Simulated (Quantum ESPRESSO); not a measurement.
# Work function of bcc Cs face by face (PBEsol, Quantum ESPRESSO)

Does the work function of Cs follow how densely a face is packed?

All values are computed: Quantum ESPRESSO 7.5, PBEsol, plane waves, scalar-relativistic unless marked; slabs or sheets with vacuum, the vacuum level from the planar mean of the electrostatic potential.

| face | atoms in the slab | top-layer atoms per Å² | work function (eV) |
| --- | --- | --- | --- |
| (100) | 6 | 0.027 | 2.00 |
| (110) | 4 | 0.038 | 2.10 |

The densest face listed is +0.10 eV against the most open one. That fits Smoluchowski's order, though a step this small is near the scatter of thin slabs: on an open face electrons flow from the ridges into the troughs, which leaves a dipole with its positive end outwards and lowers the barrier.

The slabs are 1×1 cuts on the parent's lattice, 12.9 to 15.2 Å between the outer relaxed layers. Two faces can't establish a trend.
